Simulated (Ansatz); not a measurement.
# PbO2 (PbO2, Fm-3m): a soft mode frozen in

Aim: this structure of PbO2 (PbO2, Fm-3m) is to be tested for unstable modes, and one is followed downhill.

Program: Ansatz 0.2.0. Level of theory: DFT PBEsol, scalar-relativistic, plane waves, PAW; PAW set soft_1. Results are calculated unless marked as measured.

Most raw output is cut from this account.

The database entry behind the starting cell lists a pressure of 16.0 GPa, so it need not match the best structure at ambient conditions.

### Step 1. The starting structure

It takes space group Fm-3m (No. 225, cubic). Conventional cell: a = 5.329 Å, b = 5.329 Å, c = 5.329 Å, α = 90.00°, β = 90.00°, γ = 90.00°. Nearest to Pb lie 8 O at 2.31 Å. Nearest to O lie 4 Pb at 2.31 Å. Farther neighbours and most contacts between anions are not listed.

### Step 2. Response at finite wavevector

The cell comes from relaxations at this level that are not shown. Stability and thermal properties need the whole zone. Linear response on a 4×4×4 q mesh gives force constants as far as a supercell of that size would.

input.yaml

```yaml
crystal:
  lattice:
    - [0.0, 2.6644545098, 2.6644545098]
    - [2.6644545098, 0.0, 2.6644545098]
    - [2.6644545098, 2.6644545098, 0.0]
  atoms:
    - { symbol: Pb, position: [0.0, 0.0, 0.0] }
    - { symbol: O, position: [0.25, 0.25, 0.25] }
    - { symbol: O, position: [0.75, 0.75, 0.75] }
kpoints:
  mp_grid: { grid: [16, 16, 16] }
hamiltonian:
  xc: pbesol
  pseudopotentials: { kind: paw, azcp: { folder: soft_1 }, xc_functional: pbe }
scf:
  occupations: { method: methfessel_paxton, width: 0.2 }
output:
  eigenvalues: true
phonons:
  method: dfpt
  qmesh: [4, 4, 4]
  temperatures: { t_max: 1000, t_step: 50 }
  qpath:
    path:
      - [[0.0, 0.0, 0.0], [0.5, 0.0, 0.5], [0.625, 0.25, 0.625]]
      - [[0.375, 0.375, 0.75], [0.0, 0.0, 0.0], [0.5, 0.5, 0.5], [0.5, 0.25, 0.75], [0.5, 0.0, 0.5]]
    npoints: 10
```

The run is started by

```console
$ ansatz run input.yaml --threads 4 --pin off --max-ram 10240MiB --backend cpu --events-out ev --progress --plain --runs-dir out
```

Wall time 12 min (4 threads of Arm Neoverse V1, shared host); peak memory 5.2 GiB; 48 min of CPU time.

This step gave:

```yaml
volume_per_atom: 12.61 Å³
gap_on_the_k_mesh: 0 eV
sum_rule_residual_before_enforcement: 2.84e-5 eV/Å²
lowest_frequency_on_the_path: -229.0 cm⁻¹
point_group: m-3m
highest_frequency_on_the_path_or_at_a_solved_wavevector: 538.5 cm⁻¹
highest_optical_mode_at_the_zone_centre_no_lo_to_term: 431.6 cm⁻¹
lowest_optical_zone_centre_mode: 263.9 cm⁻¹
lowest_mode_on_the_q_mesh_acoustic_modes_at_gamma_apart: -229.0 cm⁻¹
```

Frequencies (cm⁻¹) solved at each irreducible wavevector; negative means imaginary. Frequencies by wavevector, by row:

```
q in reciprocal lattice units  star  mode 1  mode 2  mode 3  mode 4  mode 5  mode 6  mode 7  mode 8  mode 9
                        0 0 0     1       0       0       0   263.9   263.9   263.9   431.6   431.6   431.6
                     0 0 0.25     8      64      64   100.5     304     304   399.3   418.1   418.1   435.7
                     0 0 -0.5     4    80.9    80.9   152.2   370.5   370.5   376.8   376.8   431.9     436
                  0 0.25 0.25     6    17.9    17.9   132.8   203.4   203.4   291.4   465.6   465.6   471.5
                  0 0.25 -0.5    24    80.7   102.1   110.4   145.5   214.7   270.2   461.6   474.9   510.8
                 0 0.25 -0.25    12   -38.8    82.2   132.9   143.8   325.6   363.9   406.9   457.2   495.4
                  0 -0.5 -0.5     3    -229     -70     -70    92.9    92.9     178   489.5   489.5   538.5
              0.25 -0.5 -0.25     6    -189    -149    95.3   134.3   134.3   385.4   385.4   514.5   518.7
```

Interpolated from a 4×4×4 q mesh. Phonon branches along the path, in cm⁻¹:

```csv
point,branch 1,branch 2,branch 3,branch 4,branch 5,branch 6,branch 7,branch 8,branch 9
Γ,0,0,0,264,264,264,432,432,432
halfway,18,18,133,203,203,291,466,466,472
X,-229,-70,-70,93,93,178,490,490,538
halfway,-222,76,92,101,103,181,484,488,536
U,-197,90,118,145,183,245,468,481,528
jump to K,-197,90,118,145,183,245,468,481,528
halfway,38,75,118,202,361,372,396,434,476
Γ,0,0,0,264,264,264,432,432,432
halfway,64,64,100,304,304,399,418,418,436
L,81,81,152,370,370,377,377,432,436
halfway,84,112,131,183,196,391,392,490,493
W,-189,-149,95,134,134,385,385,514,519
halfway,-216,-98,95,106,157,233,464,499,533
X,-229,-70,-70,93,93,178,490,490,538
```

Symmetry leaves 8 wavevectors to solve. The lowest mode among them, the acoustic zeros apart, lies at q = (0, -0.5, -0.5) and is imaginary, 229.0i cm⁻¹, so the energy falls along it.

### Step 3. The mode frozen in, largest atomic shift 0 Å

The mode followed lies at q = (0.25, -0.5, -0.25) with frequency 189.0i cm⁻¹, one of the unstable modes though not the softest. At small amplitude the distorted cell has space group no. 142 by a symmetry search on the positions. The undistorted cell that holds it gives the zero of energy on the same k mesh.

System of this step: PbO2. It takes space group Fm-3m (No. 225, cubic). The conventional cell has a = 5.329 Å, b = 5.329 Å, c = 5.329 Å, α = 90.00°, β = 90.00°, γ = 90.00°. Nearest to Pb lie 8 O at 2.31 Å. O has 4 Pb at 2.31 Å nearest. Farther neighbours and most contacts between anions are not listed.

input.yaml

```yaml
crystal:
  lattice:
    - [0.0, 0.0, -5.3289090196]
    - [5.3289090196, 0.0, 0.0]
    - [2.6644545098, -5.3289090196, -2.6644545098]
  atoms:
    - { symbol: Pb, position: [0.5, 0.5, 0.0] }
    - { symbol: Pb, position: [0.0, 0.0, 0.0] }
    - { symbol: Pb, position: [0.25, 0.75, 0.5] }
    - { symbol: Pb, position: [0.75, 0.25, 0.5] }
    - { symbol: O, position: [0.625, 0.625, 0.25] }
    - { symbol: O, position: [0.125, 0.125, 0.25] }
    - { symbol: O, position: [0.375, 0.875, 0.75] }
    - { symbol: O, position: [0.875, 0.375, 0.75] }
    - { symbol: O, position: [0.375, 0.375, 0.75] }
    - { symbol: O, position: [0.875, 0.875, 0.75] }
    - { symbol: O, position: [0.125, 0.625, 0.25] }
    - { symbol: O, position: [0.625, 0.125, 0.25] }
kpoints:
  mp_grid: { grid: [8, 8, 8] }
hamiltonian:
  xc: pbesol
  pseudopotentials: { kind: paw, azcp: { folder: soft_1 }, xc_functional: pbe }
scf:
  occupations: { method: methfessel_paxton, width: 0.2 }
output:
  forces: true
  stress: true
  eigenvalues: true
```

Run time: 13 s. Hardware: 4 threads; peak memory 0.75 GiB; 49 s of CPU time.

Numbers from this step:

* pressure: -0.02913 GPa
* energy from the undistorted cell: 0 meV/atom

The run ends at a pressure of -0.03 GPa.

### Step 4. The mode frozen in, largest atomic shift 0.22 Å

The atoms are moved along the unstable eigenvector, the largest shift by 0.22 Å, with the cell fixed.

input.yaml, the sections that differ from step 3:

```yaml
crystal:
  lattice:
    - [0.0, 0.0, -5.3289090196]
    - [5.3289090196, 0.0, 0.0]
    - [2.6644545098, -5.3289090196, -2.6644545098]
  atoms:
    - { symbol: Pb, position: [0.5, 0.5, 0.0] }
    - { symbol: Pb, position: [0.0, 0.0, 0.0] }
    - { symbol: Pb, position: [0.25, 0.75, 0.5] }
    - { symbol: Pb, position: [0.75, 0.25, 0.5] }
    - { symbol: O, position: [0.625, 0.5837157523, 0.25] }
    - { symbol: O, position: [0.125, 0.1662842477, 0.25] }
    - { symbol: O, position: [0.3337157523, 0.875, 0.75] }
    - { symbol: O, position: [0.9162842477, 0.375, 0.75] }
    - { symbol: O, position: [0.4162842477, 0.375, 0.75] }
    - { symbol: O, position: [0.8337157523, 0.875, 0.75] }
    - { symbol: O, position: [0.125, 0.6662842477, 0.25] }
    - { symbol: O, position: [0.625, 0.0837157523, 0.25] }
# kpoints, hamiltonian, scf, output: as in step 3
```

It took 13 s on 4 threads; peak memory 0.75 GiB.

This step gave:

| Item | Value |
| --- | --- |
| pressure | 2.023 GPa |
| energy from the undistorted cell | -16.79 meV/atom |

The energy, extrapolated to zero smearing, is -16.79 meV/atom against the undistorted cell.

The run ends at a pressure of 2.02 GPa, with forces up to 0.029 eV/Å.

### Step 5. Energy along the mode, all amplitudes (two of the runs are shown above)

An imaginary frequency means negative curvature, so the energy should fall and then rise again as anharmonic terms take over.

This step gave:

```yaml
depth_at_the_lowest_point_sampled: 16.79 meV/atom
largest_atomic_shift_at_that_point: 0.22 Å
```

Energy from the parent against largest atomic shift:

```
largest atomic shift (Å)  energy from the parent (meV/atom)
                   0.000                                  0
                   0.040                              -1.16
                   0.080                              -4.37
                   0.140                              -11.0
                   0.220                              -16.8
                   0.320                              -7.67
                   0.450                               47.4
```

Displacement at unit largest shift by atom:

```csv
atom,x (Å),y (Å),z (Å),size
Pb1,0.00,0.00,0.00,0.00
Pb2,0.00,0.00,0.00,0.00
Pb3,0.00,0.00,0.00,0.00
Pb4,0.00,0.00,0.00,0.00
O5,-1.00,0.00,0.00,1.00
O6,1.00,0.00,0.00,1.00
O7,0.00,0.00,1.00,1.00
O8,0.00,0.00,-1.00,1.00
O9,0.00,0.00,-1.00,1.00
O10,0.00,0.00,1.00,1.00
O11,1.00,0.00,0.00,1.00
O12,-1.00,0.00,0.00,1.00
```

The lowest of the steps tried is at 0.22 Å, 16.8 meV/atom below the parent; the bottom of the well need not coincide with a step.

### Step 6. Relaxation from the frozen mode

Starting from the lowest point found, all atoms and the cell are let go, so that strain and other modes of the same symmetry can join in.

Changes to input.yaml since step 4:

```diff
@@ -29 +29,6 @@
   eigenvalues: true
+relax:
+  adjacent_minimum: "off"
+  f_tol: 0.002
+  max_steps: 120
+  cell: { stress_tol: 0.03 }
```

The job ended after 1.9 min (4 threads; peak memory 0.8 GiB).

Relaxation path:

```
step  energy less that of the first step (eV)  largest force component (eV/Å)  pressure (GPa)  volume (Å³)
   1                                   0.0000                          0.0292            2.02       151.33
   2                                   0.0026                          0.0746           -0.63       154.13
   3                                  -0.0157                          0.0479           -0.12       153.57
   4                                  -0.0185                          0.0057            0.09       153.80
   5                                  -0.0183                          0.0009           -0.07       153.91
   6                                  -0.0185                          0.0002            0.00       153.83
  7*                                  -0.0258                          0.0002            0.08       153.83
   8                                  -0.0256                          0.0001            0.00       153.93
  9*                                  -0.0258                          0.0002            0.00       153.93
```

Relaxation steps marked * repeat the geometry before them on a plane-wave basis chosen anew for their cell, so energy and pressure can jump there.

The run keeps the 16 symmetry operations that it works with, so distortions that break them were not tested.

```
conventional cell, symmetrised  before   after  change
                         a (Å)   5.329   5.378  +0.9 %
                         b (Å)   5.329   5.378  +0.9 %
                         c (Å)  10.658  10.646  -0.1 %
              volume (Å³/atom)   12.61   12.83  +1.7 %
```

The atoms that moved most (Å, as changes of fractional coordinates times the final cell):

```
atom      dx     dy      dz  length
 O12  -0.029  0.000   0.000   0.029
  O5  -0.029  0.000   0.000   0.029
  O6   0.029  0.000   0.000   0.029
 O11   0.029  0.000   0.000   0.029
  O7   0.000  0.000   0.029   0.029
  O9   0.000  0.000  -0.029   0.029
 O10   0.000  0.000   0.029   0.029
  O8   0.000  0.000  -0.029   0.029
```

This step gave:

```yaml
pressure: 0.002962 GPa
volume_per_atom: 12.83 Å³
```

The distorted start has space group I4_1/acd; the relaxation ends in I4_1/acd.

### Step 7. The new phase in its own primitive cell

The relaxed structure is symmetrised, reduced to its primitive cell and relaxed tightly, as its phonons need.

input.yaml

```yaml
crystal:
  lattice:
    - [-2.6888437012, 2.6888437012, 5.3227512106]
    - [2.6888437012, -2.6888437012, 5.3227512106]
    - [2.6888437012, 2.6888437012, -5.3227512106]
  atoms:
    - { symbol: Pb, position: [0.0, 0.5, 0.5] }
    - { symbol: Pb, position: [0.5, 0.0, 0.5] }
    - { symbol: Pb, position: [0.75, 0.75, 0.0] }
    - { symbol: Pb, position: [0.25, 0.25, 0.0] }
    - { symbol: O, position: [0.3282876509, 0.875, 0.9532876509] }
    - { symbol: O, position: [0.9217123491, 0.375, 0.0467123491] }
    - { symbol: O, position: [0.125, 0.0782876509, 0.4532876509] }
    - { symbol: O, position: [0.625, 0.6717123491, 0.5467123491] }
    - { symbol: O, position: [0.625, 0.1717123491, 0.0467123491] }
    - { symbol: O, position: [0.125, 0.5782876509, 0.9532876509] }
    - { symbol: O, position: [0.4217123491, 0.375, 0.5467123491] }
    - { symbol: O, position: [0.8282876509, 0.875, 0.4532876509] }
kpoints:
  mp_grid: { grid: [10, 10, 10] }
hamiltonian:
  xc: pbesol
  pseudopotentials: { kind: paw, azcp: { folder: soft_1 }, xc_functional: pbe }
scf:
  occupations: { method: methfessel_paxton, width: 0.2 }
output:
  forces: true
  stress: true
  eigenvalues: true
relax:
  adjacent_minimum: "off"
  f_tol: 0.001
  max_steps: 60
  cell: { stress_tol: 0.01 }
```

Run time: 50 s. Hardware: 4 threads; peak memory 1 GiB.

Little changed from the start: no atom moved by 0.005 Å and no cell edge by 0.1 %.

Numbers from this step:

```
pressure : -0.003936 GPa
```

The largest force component left is 0.85 meV/Å and the pressure is -0.004 GPa, within the tolerances set. The cell now holds 12.83 Å³/atom.

### Step 8. Modes of the new phase, k-mesh 10×10×10

A relaxed structure may still be a saddle point, so its zone-centre modes are computed. No field response is asked, since the mesh shows no gap.

Changes to input.yaml since step 7:

```diff
@@ -26,9 +26,4 @@
 output:
-  forces: true
-  stress: true
   eigenvalues: true
-relax:
-  adjacent_minimum: "off"
-  f_tol: 0.001
-  max_steps: 60
-  cell: { stress_tol: 0.01 }
+phonons:
+  method: dfpt
```

It took 27 min on 4 threads; peak memory 6.4 GiB; 1.8 h of CPU time.

Numbers from this step:

```
sum-rule residual before enforcement                    : 2.33e-5 eV/Å²
point group                                             : 4/mmm
highest optical mode at the zone centre (no LO-TO term) : 579.5 cm⁻¹
lowest optical zone-centre mode                         : -132.4 cm⁻¹
```

Patterns of degenerate modes are one choice out of their space. The modes at Γ (shares of kinetic energy by element, %) (negative means imaginary); the lowest 24 and highest 6 of 36:

```
mode  frequency (cm⁻¹)  symmetry  Pb %  O %
   1            -132.4       A2g    29   71
   2             -87.8       A2u     5   95
   3              -4.1        Eu     1   99
   4              -4.1        Eu     1   99
   5               0.0  acoustic    87   13
   6               0.0  acoustic    87   13
   7               0.0  acoustic    87   13
   8              53.2        Eg   100    0
   9              53.2        Eg   100    0
  10              99.1        Eu    84   16
  11              99.1        Eu    84   16
  12             109.8       B1u    99    1
  13             124.2       B1g    60   40
  14             143.6       A2g    69   31
  15             150.7        Eg    98    2
  16             150.7        Eg    98    2
  17             165.7       B2u     0  100
  18             225.9       A1g     0  100
  19             256.9       B1g    40   60
  20             264.5        Eu    25   75
  21             264.5        Eu    25   75
  22             285.2        Eg     0  100
  23             285.2        Eg     0  100
  24             337.6       B2g     0  100
  31             501.1       B1u     1   99
  32             512.0       A2g     2   98
  33             519.2        Eg     1   99
  34             519.2        Eg     1   99
  35             559.3       B2u     0  100
  36             579.5       B2g     0  100
```

Displacements in mode 1 (-132.4 cm⁻¹), the largest set to 1:
```
Pb1  0.00  0.00 -0.26
Pb2  0.00  0.00  0.26
Pb3  0.00  0.00  0.26
Pb4  0.00  0.00 -0.26
O5   0.17  0.00 -1.00
O6  -0.17  0.00 -1.00
O7   0.00 -0.17  1.00
O8   0.00  0.17  1.00
O9   0.00  0.17 -1.00
O10  0.00 -0.17 -1.00
O11 -0.17  0.00  1.00
O12  0.17  0.00  1.00
```

Displacements in mode 15 (150.7 cm⁻¹), the largest set to 1:
```
Pb1  1.00  0.89  0.00
Pb2 -0.48  0.11  0.00
Pb3 -1.00 -0.89  0.00
Pb4  0.48 -0.11  0.00
O5   0.18  0.21  0.25
O6   0.18  0.21 -0.25
O7  -0.40 -0.09 -0.13
O8  -0.40 -0.09  0.13
O9   0.40  0.09  0.13
O10  0.40  0.09 -0.13
O11 -0.18 -0.21 -0.25
O12 -0.18 -0.21  0.25
```

Before it was imposed, the acoustic sum rule was missed by 2.3e-5 eV/Å². Small misses are needed for a sound result but don't prove that mesh and cutoff are converged. The lowest optical mode is imaginary, 132.4i cm⁻¹, so the energy falls along it.

### Step 9. The phases reached

The phases reached along the modes that were followed are set side by side.

Energies are those of the first relaxation, on the mesh of the frozen mode; space group, volume and gap are those of the last relaxation. Phases, by row:

| mode frozen in | space group | energy from parent (meV/atom) | volume (Å³/atom) | gap on mesh (eV) | lowest zone-centre optical mode (cm⁻¹) | largest shift (Å) |
| --- | --- | --- | --- | --- | --- | --- |
| parent | Fm-3m | 0 | 12.61 | 0 | – | – |
| q = (0, -0.5, -0.5), 229i cm⁻¹ | P4_2/nmc | -46.85 | 13.01 | 0 | 47.4 | 0.331 |
| q = (0.25, -0.5, -0.25), 189i cm⁻¹ | I4_1/acd | -18.94 | 12.83 | 0 | -132.4 | 0.251 |

### Step 10. What came out

* unstable mode of the parent: q = (0.25, -0.5, -0.25), 189i cm⁻¹
* depth at the lowest point sampled: 16.8 meV/atom
* largest atomic shift at that point: 0.22 Å
* space group reached (within 0.01 Å): I4_1/acd
* energy gained over the parent (first relaxation, on the mesh of the frozen mode): 18.9 meV/atom
* volume per atom, phase reached: 12.8 Å³
* lowest optical zone-centre mode, phase reached: -132 cm⁻¹
* highest optical mode at the zone centre (no LO-TO term), phase reached: 580 cm⁻¹

Along this mode the structure falls into I4_1/acd, 18.9 meV/atom below the parent. At the parent's cell the well is 16.79 meV/atom deep on the steps tried, with its lowest point at a shift of 0.22 Å. Relaxing atoms and cell changes the gain by +2.16 meV/atom against the lowest step (energies at zero smearing). The new phase still has an imaginary mode at the zone centre of its cell, so it is a saddle point on the way to a lower structure. Of the 2 patterns followed to their end from this parent, this one ends 27.9 meV/atom above the lowest, P4_2/nmc. Each path keeps the symmetry of its pattern, so a lower phase may lie along a pattern not tried. With no gap, or one that is small against the smearing, the frequencies hang on the k mesh and the smearing, most of all near Kohn anomalies. A semilocal functional can close a gap that the real compound would have, so the metallic treatment may be an artefact of the level. Spin-orbit coupling is left out, which can matter for the heavy elements here. The PAW files were made for PBE and serve the other functionals too.

[Logs are printed without paths, hosts, clocks, repeated set-up lines and the standing remarks that a program may print on its own settings, such as how far it seeks lower states.]

[Hosts, paths, dates, database ids (printed as entryN), source tags and the programs' standing remarks are cut or masked in the printed files.]
